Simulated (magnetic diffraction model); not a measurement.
# Solving a magnetic structure from powder neutron data: MnHSeS4

Space group Pna2_1 (no. 33), a = 13.5990 Å, b = 5.7210 Å, c = 7.3450 Å.

| site | atom | x | y | z |
| --- | --- | --- | --- | --- |
| 4a | Se | 0.6972 | 0.4821 | 0.2302 |
| 4a | Mn | 0.5126 | 0.9862 | 0.9844 |
| 4a | S | 0.5834 | 0.1660 | 0.7194 |
| 4a | S | 0.3534 | 0.3317 | 0.9787 |
| 4a | S | 0.8371 | 0.2286 | 0.5577 |
| 4a | S | 0.5750 | 0.2714 | 0.2358 |
| 4a | H | 0.3667 | 0.4791 | 0.0797 |

The compound is invented for this exercise: a known structure type with other elements, its cell scaled to their sizes and not relaxed.

Only Mn is taken to order (form factors of Mn3+); orders and moment sizes are assumed, and not adapted to the symmetry. Radiation: neutrons of λ = 2.0775 Å, 3° to 30°; isotropic B of 0.17 Å² (Se), 0.17 Å² (Mn), 0.16 Å² (S) and 0.29 Å² (H). Simulated constant-wavelength pattern: nuclear and magnetic terms add, the magnetic one as |2.695 fm × Σ f S⊥ exp(2πi Q·r) exp(−B s²)|², summed over all Q at one angle with the factor 1/(sin²θ cos θ). For collinear order S is the moment m, which repeats by lattice and centring translations R with the sign exp(−2πi k·R). Free-ion form factors, Sears's scattering lengths of 1992, no absorption; a label names one of the reflections at its angle. The strongest nuclear line in the range is 100, and lines under 0.2 are left out.

Above the ordering temperature:

```tsv
2θ (°)	index	I
17.57	(2 0 0)	42.7
22.72	(1 1 0)	11.0
24.03	(2 0 1)	43.6
28.07	(1 1 1)	100.0
```

Below it (cell unchanged):

```csv
2θ (°),I
13.93,55.6
17.57,42.7
18.69,21.8
22.72,11.0
24.03,43.6
25.77,8.3
27.05,11.7
28.07,100.0
29.86,7.3
```

**Question.** Find the propagation vector, then choose among these models:
A. collinear moments along [101], 3.21 μB on Mn; signs + at (0.5126, 0.9862, 0.9844), + at (0.9874, 0.4862, 0.4844), + at (0.4874, 0.0138, 0.4844), + at (0.0126, 0.5138, 0.9844)
B. collinear moments along [101], 3.21 μB on Mn; signs + at (0.5126, 0.9862, 0.9844), − at (0.9874, 0.4862, 0.4844), − at (0.4874, 0.0138, 0.4844), + at (0.0126, 0.5138, 0.9844)
C. collinear moments along [110], 3.21 μB on Mn; signs + at (0.5126, 0.9862, 0.9844), − at (0.9874, 0.4862, 0.4844), − at (0.4874, 0.0138, 0.4844), + at (0.0126, 0.5138, 0.9844)
D. collinear moments along [110], 3.21 μB on Mn; signs + at (0.5126, 0.9862, 0.9844), + at (0.9874, 0.4862, 0.4844), + at (0.4874, 0.0138, 0.4844), + at (0.0126, 0.5138, 0.9844)

The new lines index as (1/2 -1/2 1/2) at 13.93°, (3/2 1/2 1/2) at 18.69°, (5/2 -1/2 1/2) at 25.77° and (1/2 -1/2 3/2) at 27.05°, that is as H ± k with k = (1/2 1/2 1/2). Half indices mean that the moments reverse under translations with k·R a half-integer, and the magnetic cell has twice the primitive volume.

Magnetic intensity, observed (below minus above) and for each model:

| 2θ (°) | index | observed | A | B | C | D |
| --- | --- | --- | --- | --- | --- | --- |
| 13.93 | (1/2 -1/2 1/2) | 55.6 | 54.1 | 55.6 | 64.8 | 64.8 |
| 18.69 | (3/2 1/2 1/2) | 21.8 | 17.7 | 21.8 | 8.6 | 8.6 |
| 25.77 | (5/2 -1/2 1/2) | 8.3 | 5.4 | 8.3 | 10.1 | 10.1 |
| 27.05 | (1/2 -1/2 3/2) | 11.7 | 12.0 | 11.7 | 15.0 | 15.0 |
| 29.86 | (3/2 1/2 3/2) | 7.3 | 9.0 | 7.3 | 8.3 | 8.3 |

Model B matches.

The structure used: k = (1/2 1/2 1/2), collinear moments along [101], 3.21 μB on Mn; signs + at (0.5126, 0.9862, 0.9844), − at (0.9874, 0.4862, 0.4844), − at (0.4874, 0.0138, 0.4844), + at (0.0126, 0.5138, 0.9844).

[Logs are printed without paths, hosts, clocks, repeated set-up lines and the standing remarks that a program may print on its own settings, such as how far it seeks lower states.]
